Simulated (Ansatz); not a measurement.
# Lattice dynamics of ScB (built on the sites of a database entry of LaIn)

How does ScB (built on the sites of a database entry of LaIn) vibrate, and is this structure a minimum?

Main program and level: Ansatz 0.2.0; DFT PBEsol, scalar-relativistic, plane waves, PAW.

The structure was built from a prototype and need not be the compound's stable phase.

## Step 1: Set-up

It takes space group Pm-3m (No. 221, cubic). The conventional cell has a = 3.232 Å, b = 3.232 Å, c = 3.232 Å, α = 90.00°, β = 90.00°, γ = 90.00°. Nearest to Sc lie 8 B at 2.80 Å. Nearest to B lie 8 Sc at 2.80 Å. Farther neighbours are not listed.

## Step 2: Rough relaxation

A rough relaxation comes first, because large forces or stress need no tight tolerances yet.

Contents of input.yaml:

```yaml
crystal:
  lattice:
    - [3.23161, 0.0, 0.0]
    - [0.0, 3.23161, 0.0]
    - [0.0, 0.0, 3.23161]
  atoms:
    - { symbol: Sc, position: [0.5, 0.5, 0.5] }
    - { symbol: B, position: [0.0, 0.0, 0.0] }
kpoints:
  mp_grid: { grid: [6, 6, 6] }
hamiltonian:
  xc: pbesol
scf:
  occupations: { method: gaussian, width: 0.1 }
output:
  forces: true
  stress: true
  eigenvalues: true
relax:
  adjacent_minimum: "off"
  f_tol: 0.05
  max_steps: 80
  cell: { stress_tol: 0.5 }
```

The run is started by

```bash
ansatz run input.yaml --threads 4 --pin off --max-ram 7168MiB --backend cpu --events-out ev --progress --plain --runs-dir out
```

Numbers of over 12 decimals in the logs are rounded to 6 here.

The program printed:

```text
The last accepted step is kept in <dir> (removed where the run ends without a failure and the disk answers)
Engine: ansatz 0.2.0, aarch64-unknown-linux-gnu
Pseudopotentials: kind: paw
Pseudopotential: Sc, paw, valence charge 11, recommended cutoff 420 eV (normal), Sc.paw.azcp
Pseudopotential: B, paw, valence charge 3, recommended cutoff 420 eV (normal), B.paw.azcp
Functional definition: PBEsol
  exchange = pbesol_x
[...]
--- Relaxed structure (5 steps of the walk, 5 accepted, 1 SCFs on fresh bases) ---
  F+E_penalty+E_count = -2264.10052757 eV   max|allowed force component| = 6.385e-30 eV/Å   (the final SCF, on the basis selected at the relaxed cell)
  cell:  # Å, volume = 25.2272 Å³
    - [2.932851, 0, 0]
    - [0, 2.932851, 0]
    - [0, 0, 2.932851]
  atoms:
    - { symbol: Sc, position: [0.5, 0.5, 0.5] }
    - { symbol: B, position: [0, 0, 0] }
[key lines of the parts left out:]
SCF converged after 5 iterations
Free energy (F): -2264.100528 eV
Fermi energy:    12.352708 eV
P = ⅓ Tr σ = -0.0655 GPa (-0.655 kbar)
```

It took 1.3 s on 4 threads of Arm Neoverse V2, shared host; peak memory 0.29 GiB; 3.9 s of CPU time.

The steps of the relaxation:

```csv
step,energy less that of the first step (eV),largest force component (eV/Å),pressure (GPa),volume (Å³)
1,0.0000,0.0000,-21.51,33.75
2,-0.5466,0.0000,-14.30,29.05
3,-0.7371,0.0000,2.30,24.81
4,-0.7397,0.0000,-0.50,25.32
5,-0.7399,0.0000,-0.01,25.23
6*,-0.7384,0.0000,-0.07,25.23
```

Relaxation steps marked * repeat the geometry before them on a plane-wave basis chosen anew for their cell, so energy and pressure can jump there.

The run keeps the 48 symmetry operations that it works with, so distortions that break them were not tested.

```csv
"conventional cell, symmetrised",before,after,change
a (Å),3.232,2.933,-9.2 %
b (Å),3.232,2.933,-9.2 %
c (Å),3.232,2.933,-9.2 %
volume (Å³/atom),16.87,12.61,-25.2 %
```

Final coordinates:

```
Sc B
1.0
     2.93285    0.00000    0.00000
     0.00000    2.93285    0.00000
     0.00000    0.00000    2.93285
Sc B
1 1
Direct
  0.50000 0.50000 0.50000
  0.00000 0.00000 0.00000
```

This step gave:

| Item | Value |
| --- | --- |
| pressure | -0.06553 GPa |
| volume per atom | 12.61 Å³ |
| gap on the k-mesh | 0 eV |

In this step the volume went from 16.87 to 12.61 Å³/atom.

## Step 3: Bringing the structure to rest

The cell and atoms are relaxed, since residual forces and stress would shift the frequencies.

Contents of input.yaml:

```yaml
crystal:
  lattice:
    - [2.9328507327, 0.0, 0.0]
    - [0.0, 2.9328507327, 0.0]
    - [0.0, 0.0, 2.9328507327]
  atoms:
    - { symbol: Sc, position: [0.5, 0.5, 0.5] }
    - { symbol: B, position: [0.0, 0.0, 0.0] }
kpoints:
  mp_grid: { grid: [12, 12, 12] }
hamiltonian:
  xc: pbesol
scf:
  occupations: { method: gaussian, width: 0.1 }
output:
  forces: true
  stress: true
  eigenvalues: true
  write_density: true
  write_potential: true
  elf: true
  volumetric_format: npy
relax:
  adjacent_minimum: "off"
  f_tol: 0.005
  max_steps: 80
  cell: { stress_tol: 0.05 }
```

The program printed:

```text
[...]
Crystal: 2 atoms, lattice volume = 25.227 Å³
Basis set: ecut = 420 eV, 485 PW (Γ), exchange–correlation on 40×40×40 points (8 copies of the dense FFT grid, shifted against one another)
Bands: 11, of which v1, the nominal top of the filled ones, is band 7 counted from 1 (6 counted from 0)
Symmetry: 48 space group operations
[...]
k-points: 84 of 1728
[...]
SCF iter   1: F=—  HF=-2264.118484 eV  |F-HF|=—  |Δ(HF+E_count)|=         —  Δρ=1.22e-2  dr2=6.86e-2  ethr=1.77e-3  ⟨swp⟩=4.0  Hψ=4592  notcnv=0
[...]
SCF iter   6: F=-2264.101661 eV  HF=-2264.101661 eV  |F-HF|=6.28e-11  |Δ(HF+E_count)|=   1.86e-9  Δρ=1.05e-6  dr2=5.96e-11  ethr=1.79e-10  ⟨swp⟩=4.4  Hψ=4107  notcnv=0
[...]
SCF 1 converged in 6 iterations: F = -2264.101661 eV  dr2 = 5.96e-11
[...]
relax step   1: F+E_penalty+E_count = -2264.10166086 eV  Δ(F+E_penalty+E_count) = +0.000e0 eV  max|allowed force component| = 1.836e-29 eV/Å  Δτ_max = 0.0000 Å  P = +0.205 GPa  Ω = 25.227 Å³  (6 SCF iters, dr2 threshold 1.00e-7 eV, accepted)
Crystal: 2 atoms, lattice volume = 25.282 Å³
[...]
SCF iter   6: F=-2264.101651 eV  HF=-2264.101651 eV  |F-HF|=4.55e-13  |Δ(HF+E_count)|=    0.00e0  Δρ=5.49e-9  dr2=4.31e-15  ethr=1.00e-12  ⟨swp⟩=3.0  Hψ=3254  notcnv=0
SCF 2 converged in 6 iterations: F = -2264.101651 eV  dr2 = 4.31e-15
relax step   2: F+E_penalty+E_count = -2264.10165119 eV  Δ(F+E_penalty+E_count) = +9.674e-6 eV  max|allowed force component| = 1.044e-30 eV/Å  Δτ_max = 0.0000 Å  P = -0.075 GPa  Ω = 25.282 Å³  energy of the carried Pulay correction = -3.188e-5 eV  (6 SCF iters, dr2 threshold 1.05e-7 eV, accepted)
Crystal: 2 atoms, lattice volume = 25.268 Å³
[...]
SCF iter   6: F=-2264.101663 eV  HF=-2264.101663 eV  |F-HF|=0.00e0  |Δ(HF+E_count)|=    0.00e0  Δρ=2.21e-9  dr2=5.86e-16  ethr=1.00e-12  ⟨swp⟩=2.4  Hψ=2809  notcnv=0
SCF 3 converged in 6 iterations: F = -2264.101663 eV  dr2 = 5.86e-16
relax step   3: F+E_penalty+E_count = -2264.10166320 eV  Δ(F+E_penalty+E_count) = -1.201e-5 eV  max|allowed force component| = 5.341e-30 eV/Å  Δτ_max = 0.0000 Å  P = -0.000 GPa  Ω = 25.268 Å³  energy of the carried Pulay correction = -2.333e-5 eV  (6 SCF iters, accepted)
[...]
SCF iter   7: F=-2264.101700 eV  HF=-2264.101700 eV  |F-HF|=4.55e-13  |Δ(HF+E_count)|=  9.09e-13  Δρ=1.49e-9  dr2=2.05e-16  ethr=1.00e-12  ⟨swp⟩=2.0  Hψ=2547  notcnv=0
SCF 4 converged in 7 iterations: F = -2264.101700 eV  dr2 = 2.05e-16
relax step   4: F+E_penalty+E_count = -2264.10169980 eV  Δ(F+E_penalty+E_count) = -3.660e-5 eV  max|allowed force component| = 9.006e-30 eV/Å  Δτ_max = 0.0000 Å  P = +0.001 GPa  Ω = 25.268 Å³  stress off target by 7.76e-4 GPa  SCF on the basis re-selected at this cell (its energy is not comparable with the rows above)  (7 SCF iters)
basis re-selected at this cell: Δ(F+E_penalty+E_count) = -3.660e-5 eV, ΔP = +0.001 GPa vs the last step (what re-selecting the basis moved, of the pressure what is left beyond the Pulay correction that the steps carried, after the strain that the cell walked since its last selection, with what the two solves' SCF thresholds leave and, on support functions, any second-order correction that the steps lacked; it is no m [...]
SCF converged after 7 iterations
Free energy (F): -2264.101700 eV
[...]
Internal energy: -2264.098833 eV  (E = F + TS)
E sigma→0 (E₀):  -2264.100266 eV
Entropy (-TS):   -0.002867 eV (-1.434 meV/atom)
Fermi energy:    12.229729 eV
[...]
--- Stress (GPa, compression-positive) ---
        0.000776      -0.000000      -0.000000
       -0.000000       0.000776       0.000000
       -0.000000       0.000000       0.000776
  P = ⅓ Tr σ = 0.0008 GPa (0.008 kbar)
--- Band table (eV; the first three rows and the last of 84) ---
  k-point 0: bands = [... 3 lower, -14.9496, 2.4497, 11.6966, 11.6966, 15.0852, 15.0852, 15.0852, 16.4939]
  k-point 1: bands = [... 3 lower, -14.9453, 2.5763, 11.5552, 11.7515, 14.7199, 14.7199, 15.0492, 16.5099]
  k-point 2: bands = [... 3 lower, -14.9335, 2.9453, 11.0292, 11.9068, 14.0937, 14.0937, 15.1777, 16.5542]
  k-point 83: bands = [... 3 lower, -15.3869, 8.4248, 8.4248, 8.4248, 9.9352, 17.8503, 17.8503, 19.4980]
--- Relaxed structure (3 steps of the walk, 3 accepted, 1 SCFs on fresh bases) ---
[...]
cell:  # Å, volume = 25.2675 Å³
    - [2.934410, 0, 0]
    - [0, 2.934410, 0.0]
    - [0, 0.0, 2.934410]
  atoms:
    - { symbol: Sc, position: [0.5, 0.5, 0.5] }
    - { symbol: B, position: [0, 0, 0] }
```

Run time: 1.8 s. Hardware: 4 threads; peak memory 0.33 GiB; 5.8 s of CPU time.

Little changed from the start: no atom moved by 0.005 Å and no cell edge by 0.1 %.

Numbers from this step:

| Property | Result |
| --- | --- |
| pressure | 7.76e-4 GPa |
| volume per atom | 12.63 Å³ |

ELF in the ac plane at fractional y = 0.000, with atoms of B within 0.2 Å of it. It is the smooth field of the valence electrons, not physical close to the nuclei.

Ten even steps from '0' (0.01) to '9' (0.76):
```
004899877899840
247999877899974
789998655689998
999986444468999
999864322346899
888643211234688
877542111124577
877542111124577
888643211234688
999864322346899
999986444468999
789998655689998
247999877899974
004899877899840
002799888899720
```
Columns run along a (2.9 Å), rows up along c (2.9 Å). Atoms in or near the plane, at fractional coordinates: B at (0.00, 0.00).

Valence density in the ac plane at fractional y = 0.000, with atoms of B within 0.2 Å of it. It is the smooth field of the valence electrons, not physical close to the nuclei.

Ten even steps from '_' (0.14 e/Å³) to '@' (0.62 e/Å³):
```
++##@@@@**--::....::--**@@@@##
@@@@@@##++--::....::--++##@@@@
@@@@##++==::........::==++##@@
****++==::....____....::==++**
==----::....________....::----
::::::....____________....::::
........________________......
........________________......
::::::....____________....::::
==----::....________....::----
****++==::....____....::==++**
@@@@##++==::........::==++##@@
@@@@@@##++--::....::--++##@@@@
++##@@@@**--::....::--**@@@@##
::++@@@@**==::....::==**@@@@++
```
Columns run along a (2.9 Å), rows up along c (2.9 Å). Atoms in or near the plane, at fractional coordinates: B at (0.00, 0.00).

Electrostatic potential energy in the ac plane at fractional y = 0.000, with atoms of B within 0.2 Å of it. With pseudopotentials it is smooth inside the atoms' cores, unlike the true potential.

Ten even steps from '_' (-48 eV) to '@' (15 eV):
```
____::**%%@@@@@@@@@@@@%%**::__
..::==##%%@@@@@@@@@@@@%%##==::
++**##%%@@@@@@@@@@@@@@@@%%##**
%%%%%%@@@@@@@@@@@@@@@@@@@@%%%%
@@@@@@@@@@@@@@@@@@@@@@@@@@@@@@
@@@@@@@@@@@@@@@@@@@@@@@@@@@@@@
@@@@@@@@@@@@@@@@@@@@@@@@@@@@@@
@@@@@@@@@@@@@@@@@@@@@@@@@@@@@@
@@@@@@@@@@@@@@@@@@@@@@@@@@@@@@
@@@@@@@@@@@@@@@@@@@@@@@@@@@@@@
%%%%%%@@@@@@@@@@@@@@@@@@@@%%%%
++**##%%@@@@@@@@@@@@@@@@%%##**
..::==##%%@@@@@@@@@@@@%%##==::
____::**%%@@@@@@@@@@@@%%**::__
____..++%%@@@@@@@@@@@@%%++..__
```
Columns run along a (2.9 Å; values clipped at the 3rd and 97th percentile), rows up along c (2.9 Å). Atoms in or near the plane, at fractional coordinates: B at (0.00, 0.00).

In this step the volume went from 12.61 to 12.63 Å³/atom.

## Step 4: Tight relaxation

Phonons need a cell at rest on their own settings, so the relaxation is repeated with tight tolerances on forces and stress, using the mesh and the filling of the phonon run that follows.

input.yaml, the sections that differ from step 3:

```yaml
crystal:
  lattice:
    - [2.9344102487, 0.0, 0.0]
    - [0.0, 2.9344102487, 0.0]
    - [0.0, 0.0, 2.9344102487]
  atoms:
    - { symbol: Sc, position: [0.5, 0.5, 0.5] }
    - { symbol: B, position: [0.0, 0.0, 0.0] }
scf:
  occupations: { method: methfessel_paxton, width: 0.15 }
relax:
  adjacent_minimum: "off"
  f_tol: 0.001
  max_steps: 60
  cell: { stress_tol: 0.01 }
# kpoints, hamiltonian, output: as in step 3
```

The program printed:

```text
[...]
Crystal: 2 atoms, lattice volume = 25.268 Å³
Basis set: ecut = 420 eV, 485 PW (Γ), exchange–correlation on 40×40×40 points (8 copies of the dense FFT grid, shifted against one another)
Bands: 11, of which v1, the nominal top of the filled ones, is band 7 counted from 1 (6 counted from 0)
Symmetry: 48 space group operations
[...]
k-points: 84 of 1728
[...]
k-point 83: bands = [... 3 lower, -15.3872, 8.4248, 8.4248, 8.4248, 9.9353, 17.8500, 17.8500, 19.4980]
--- Relaxed structure (1 steps of the walk, 1 accepted, 1 SCFs on fresh bases) ---
[...]
cell:  # Å, volume = 25.2675 Å³
    - [2.9344102487, 0.0, 0.0]
    - [0.0, 2.9344102487, 0.0]
    - [0.0, 0.0, 2.9344102487]
  atoms:
    - { symbol: Sc, position: [0.5, 0.5, 0.5] }
    - { symbol: B, position: [0.0, 0.0, 0.0] }
[key lines of the parts left out:]
SCF converged after 4 iterations
Free energy (F): -2264.100505 eV
Fermi energy:    12.227879 eV
P = ⅓ Tr σ = 0.0004 GPa (0.004 kbar)
```

Run time: 0.94 s. Hardware: 4 threads; peak memory 0.32 GiB; 3 s of CPU time.

Little changed from the start: no atom moved by 0.005 Å and no cell edge by 0.1 %.

Numbers from this step:

| Quantity | Value |
| --- | --- |
| pressure | 3.68e-4 GPa |

Electrostatic potential energy in the ac plane at fractional y = 0.000, with atoms of B within 0.2 Å of it. With pseudopotentials it is smooth inside the atoms' cores, unlike the true potential.

Values in eV, 15 rows by 15 columns:
```
-48 -48 -33 -10   6  11  14  15  15  14  11   6 -10 -33 -48
-38 -33 -18  -1   9  12  14  14  14  14  12   9  -1 -18 -33
-13 -10  -1   7  10  12  13  14  14  13  12  10   7  -1 -10
  5   6   9  10  12  12  13  13  13  13  12  12  10   9   6
 11  11  12  12  12  12  12  12  12  12  12  12  12  12  11
 14  14  14  13  13  12  11  10  10  11  12  13  13  14  14
 15  15  14  14  13  12  10  10  10  10  12  13  14  14  15
 15  15  14  14  13  12  10  10  10  10  12  13  14  14  15
 14  14  14  13  13  12  11  10  10  11  12  13  13  14  14
 11  11  12  12  12  12  12  12  12  12  12  12  12  12  11
  5   6   9  10  12  12  13  13  13  13  12  12  10   9   6
-13 -10  -1   7  10  12  13  14  14  13  12  10   7  -1 -10
-38 -33 -18  -1   9  12  14  14  14  14  12   9  -1 -18 -33
-48 -48 -33 -10   6  11  14  15  15  14  11   6 -10 -33 -48
-48 -48 -38 -13   5  11  14  15  15  14  11   5 -13 -38 -48
```
Columns run along a (2.9 Å; values clipped at the 3rd and 97th percentile), rows up along c (2.9 Å). Atoms in or near the plane, at fractional coordinates: B at (0.00, 0.00).

Valence density in the ac plane at fractional y = 0.000, with atoms of B within 0.2 Å of it. It is the smooth field of the valence electrons, not physical close to the nuclei.

Ten even steps from '0' (0.14 e/Å³) to '9' (0.62 e/Å³):
```
579963211236997
999753211235799
997542111124579
665421100112456
433211000011233
222110000001122
111100000000111
111100000000111
222110000001122
433211000011233
665421100112456
997542111124579
999753211235799
579963211236997
259964211246995
```
Columns run along a (2.9 Å), rows up along c (2.9 Å). Atoms in or near the plane, at fractional coordinates: B at (0.00, 0.00).

ELF in the ac plane at fractional y = 0.000, with atoms of B within 0.2 Å of it. It is the smooth field of the valence electrons, not physical close to the nuclei.

Values, 15 rows by 15 columns:
```
0.01 0.05 0.33 0.65 0.76 0.74 0.67 0.60 0.60 0.67 0.74 0.76 0.65 0.33 0.05
0.23 0.33 0.55 0.71 0.76 0.71 0.62 0.54 0.54 0.62 0.71 0.76 0.71 0.55 0.33
0.61 0.65 0.71 0.75 0.72 0.64 0.52 0.44 0.44 0.52 0.64 0.72 0.75 0.71 0.65
0.76 0.76 0.76 0.72 0.64 0.52 0.39 0.31 0.31 0.39 0.52 0.64 0.72 0.76 0.76
0.75 0.74 0.71 0.64 0.52 0.37 0.26 0.20 0.20 0.26 0.37 0.52 0.64 0.71 0.74
0.68 0.67 0.62 0.52 0.39 0.26 0.17 0.12 0.12 0.17 0.26 0.39 0.52 0.62 0.67
0.62 0.60 0.54 0.44 0.31 0.20 0.12 0.09 0.09 0.12 0.20 0.31 0.44 0.54 0.60
0.62 0.60 0.54 0.44 0.31 0.20 0.12 0.09 0.09 0.12 0.20 0.31 0.44 0.54 0.60
0.68 0.67 0.62 0.52 0.39 0.26 0.17 0.12 0.12 0.17 0.26 0.39 0.52 0.62 0.67
0.75 0.74 0.71 0.64 0.52 0.37 0.26 0.20 0.20 0.26 0.37 0.52 0.64 0.71 0.74
0.76 0.76 0.76 0.72 0.64 0.52 0.39 0.31 0.31 0.39 0.52 0.64 0.72 0.76 0.76
0.61 0.65 0.71 0.75 0.72 0.64 0.52 0.44 0.44 0.52 0.64 0.72 0.75 0.71 0.65
0.23 0.33 0.55 0.71 0.76 0.71 0.62 0.54 0.54 0.62 0.71 0.76 0.71 0.55 0.33
0.01 0.05 0.33 0.65 0.76 0.74 0.67 0.60 0.60 0.67 0.74 0.76 0.65 0.33 0.05
0.02 0.01 0.23 0.61 0.76 0.75 0.68 0.62 0.62 0.68 0.75 0.76 0.61 0.23 0.01
```
Columns run along a (2.9 Å), rows up along c (2.9 Å). Atoms in or near the plane, at fractional coordinates: B at (0.00, 0.00).

The forces vanish by symmetry and the pressure is 0.000 GPa, within the tolerances set. The cell now holds 12.63 Å³/atom.

## Step 5: Linear response at the zone centre

The zone centre comes first: it holds the modes that light can see, as far as symmetry allows. No field response is asked, since the mesh shows no gap.

input.yaml, the sections that differ from step 4:

```yaml
output:
  eigenvalues: true
phonons:
  method: dfpt
# crystal, kpoints, hamiltonian, scf: as in step 4
# relax: removed
```

The program printed:

```text
[...]
Crystal: 2 atoms, lattice volume = 25.268 Å³
Basis set: ecut = 420 eV, 485 PW (Γ), exchange–correlation on 40×40×40 points (8 copies of the dense FFT grid, shifted against one another)
Bands: 11, of which v1, the nominal top of the filled ones, is band 7 counted from 1 (6 counted from 0)
Symmetry: 48 space group operations
k-points: 196 of 1728 (irreducible under 8 space group operations, time reversal used)
[...]
SCF iter   1: F=—  HF=-2264.117174 eV  |F-HF|=—  |Δ(HF+E_count)|=         —  Δρ=1.22e-2  dr2=6.86e-2  ethr=1.77e-3  ⟨swp⟩=3.9  Hψ=10571  notcnv=0
[...]
SCF iter   7: F=-2264.100505 eV  HF=-2264.100505 eV  |F-HF|=4.55e-13  |Δ(HF+E_count)|=  7.05e-11  S|Δr|=    0.00e0  Δρ=5.72e-8  dr2=1.09e-12  ethr=1.00e-12  ⟨swp⟩=4.9  Hψ=7393  notcnv=0
[...]
SCF 1 converged in 7 iterations: F = -2264.100505 eV  dr2 = 1.09e-12
[...]
DFPT response loops at Γ: preconditioner auto → Kerker (q_TF=auto, 2.473 Å⁻¹) (partly filled bands, converged f_vac=0.000); β = 1.00, the filter's whole step (`scf.mixing.beta` (0.50) is not read by the response loops under this deck's `scf.mixing.preconditioner`; to damp them name `kerker` or `kerker_dos`, under which they read `scf.mixing.beta`, and type it under 1.00, their step now; both keys bind the ground state too); Broyden in place of MSR1
SCF converged after 7 iterations
[...]
Free energy (F): -2264.100505 eV
[...]
Internal energy: -2264.099862 eV  (E = F + TS)
E sigma→0 (E₀):  -2264.100344 eV
Entropy (-TS):   -0.000643 eV (-0.321 meV/atom)
Fermi energy:    12.227878 eV
[...]
--- Band table (eV; the first three rows and the last of 196) ---
  k-point 0: bands = [... 3 lower, -14.9499, 2.4497, 11.6965, 11.6965, 15.0853, 15.0853, 15.0853, 16.4936]
  k-point 1: bands = [... 3 lower, -14.9456, 2.5764, 11.5550, 11.7513, 14.7199, 14.7199, 15.0492, 16.5097]
  k-point 2: bands = [... 3 lower, -14.9338, 2.9453, 11.0291, 11.9066, 14.0936, 14.0936, 15.1777, 16.5539]
  k-point 195: bands = [... 3 lower, -15.3872, 8.4248, 8.4248, 8.4248, 9.9353, 17.8500, 17.8500, 19.4980]
--- Phonons (Γ-DFPT): 2 representative perturbations + reference, on 196 of 1728 k-points (Σ response iterations 6) ---
  k mesh reduced under 8 symmetry operations, with k and −k counted as one. Each operation leaves every solved perturbation unchanged. A smaller set is not used because it would not reduce the number of displacements times k-points to solve
  ASR residual: 1.495e-5 → 0.000e0 eV/Å²; symmetrization residual: 3.143e-8 eV/Å²
  ASR residual per site (eV/Å²): 3.26e-6 1.50e-5
  Γ frequencies (cm⁻¹): 0.00 0.00 0.00 349.39 349.39 349.39
  non-analytic LO–TO correction: not included (Born effective charges unavailable; polar crystals: no LO–TO splitting at Γ)
```

It took 3.1 s on 4 threads; peak memory 0.47 GiB; 11 s of CPU time.

In the SCF lines HF is the Harris–Foulkes energy and dr2 the Hartree energy of the density residual, in eV; the loop may stop once dr2 is under the threshold and the program's other checks hold. Hψ counts applications of the Hamiltonian.

This step gave:

* sum-rule residual before enforcement: 1.50e-5 eV/Å²
* point group: m-3m
* highest optical mode at the zone centre (no LO-TO term): 349.4 cm⁻¹
* lowest optical zone-centre mode: 349.4 cm⁻¹

Patterns of degenerate modes are one choice out of their space. Modes at Γ, with each element's share of the kinetic energy:

```csv
mode,frequency (cm⁻¹),symmetry,Sc %,B %
1,0.0,acoustic,81,19
2,0.0,acoustic,81,19
3,0.0,acoustic,81,19
4,349.4,T1u,19,81
5,349.4,T1u,19,81
6,349.4,T1u,19,81
```

Displacements in mode 6 (349.4 cm⁻¹), the largest set to 1:
```
Sc1  0.00  0.00 -0.24
B2   0.00  0.00  1.00
```

Before it was imposed, the acoustic sum rule was missed by 1.5e-5 eV/Å². Small misses are needed for a sound result but don't prove that mesh and cutoff are converged. The lowest optical mode is real, 349 cm⁻¹.

(Part 1 of 2 ends here.)

[Logs are printed without paths, hosts, clocks, repeated set-up lines and the standing remarks that a program may print on its own settings, such as how far it seeks lower states.]

[Hosts, paths, dates, database ids (printed as entryN), source tags and the programs' standing remarks are cut or masked in the printed files.]
